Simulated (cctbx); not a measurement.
# What is wrong with this refinement?

Cell a = 7.1220 Å, b = 7.1220 Å, c = 8.4090 Å, α = 90.00°, β = 90.00°, γ = 120.00°; space group P-62m (no. 189).

Simulated single-crystal data (cctbx): Mo Kα, λ = 0.71073 Å, to d = 0.7 Å, 70 % of the full sphere, strongest reflection 20000 counts, noise from counting, a 6 % proportional error and a noise floor of 2 counts (s.d.); no absorption, and some extinction, which the refinements don't model.

An anisotropic refinement with weights 1/σ² prints:

```text
Rint 0.052, 451 unique reflections to 0.70 A
cycle     R1     wR2    GooF  max shift (A)
   1  0.4615  0.8156  23.889   0.04338
   9  0.3422  0.6309  18.479   0.00022
final R1 0.3422 wR2 0.6309 GooF 18.479  parameters 15  data/parameter 30.1
atom        x        y        z      Ueq    occ   su(xyz)  su(Uiso or U11)
Sr1    0.00000  0.42824  0.50000   0.0036  1.000  0.00080  0.0030  NPD
Fe1    0.00000  0.00000  0.00000   0.0253  1.000  0.00000  0.0091
Si1    0.66667  0.33333  0.72731   0.1565  1.000  0.00766  0.0657
Si2    0.00000  0.00000  0.50000   0.4251  1.000  0.00000  0.3492  NPD
Al1    0.00000  0.39859  0.00000   0.0093  1.000  0.00249  0.0212  NPD
difference map: max 63.75 min -17.91 rms 3.33
Q1    0.0000  0.4292  0.5000    3   64.58  0.01 A from Sr1
Q2    0.0000  0.0000  0.0000    1   31.59  0.00 A from Fe1
Q3    0.0000  0.7639  0.2261    6   30.24  2.54 A from Fe1
Q4    0.3333  0.6667  0.2672    4   23.92  0.05 A from Si1
Q5    0.0000  0.4033  0.0000    3   20.88  0.03 A from Al1
Q6    0.0000  0.0000  0.5000    1   20.58  0.00 A from Si2
```

Q: Accept it or mend it, and why?

Mend it. The fault: an atom left out, Al at (0, 0.7580, 0.7685). Against the right model at the same level, R1 goes from 0.0139 to 0.3422 and GooF from 0.95 to 18.48, the top difference peak, 64.6 e/Å³, lies on Sr1 and Sr1, Si2 and Al1 go non-positive-definite. Q3 is the missing atom. With scattering power missing, scale and phases suffer, so peaks may also grow on the heavy atoms.

The compound is Sr3Al9FeSi5. The right model at the same level gives:

```text
Rint 0.052, 451 unique reflections to 0.70 A
cycle     R1     wR2    GooF  max shift (A)
   1  0.0148  0.0356   1.051   0.00054
   2  0.0139  0.0321   0.946   0.00000
final R1 0.0139 wR2 0.0321 GooF 0.946  parameters 21  data/parameter 21.5
atom        x        y        z      Ueq    occ   su(xyz)  su(Uiso or U11)
Sr1    0.00000  0.42898  0.50000   0.0120  1.000  0.00004  0.0001
Fe1    0.00000  0.00000  0.00000   0.0147  1.000  0.00000  0.0002
Si1    0.66667  0.33333  0.73616   0.0135  1.000  0.00008  0.0002
Si2    0.00000  0.00000  0.50000   0.0123  1.000  0.00000  0.0004
Al1    0.00000  0.38524  0.00000   0.0150  1.000  0.00014  0.0005
Al2    0.00000  0.75800  0.76854   0.0164  1.000  0.00010  0.0003
Flack x: 0.004(6)
Hooft y: -0.007(7)  Bijvoet pairs: 180
difference map: max 0.30 min -0.35 rms 0.08
Q1    0.0000  0.6510  0.1451    6    0.30  1.05 A from Al2
Q2    0.1352  0.7088  0.0921   12    0.28  1.66 A from Al2
Q3    0.1325  0.8481  0.1036   12    0.26  1.36 A from Al2
Q4    0.0000  0.4765  0.2007    6    0.25  1.81 A from Al1
Q5    0.0000  0.0949  0.1057    6    0.25  1.12 A from Fe1
Q6    0.2804  0.6979  0.1232   12    0.22  1.29 A from Si1
```

Isotropic U is held between 0.0001 and 1 Å² by the program, and listed peak heights are interpolated, so they can pass the grid's maximum.

The model was made for the exercise: a known structure type with other elements put in, its volume estimated, not relaxed; displacement parameters are assumed.

[Middle refinement cycles are left out of these outputs.]

[Logs are printed without paths, hosts, clocks, repeated set-up lines and the standing remarks that a program may print on its own settings, such as how far it seeks lower states.]
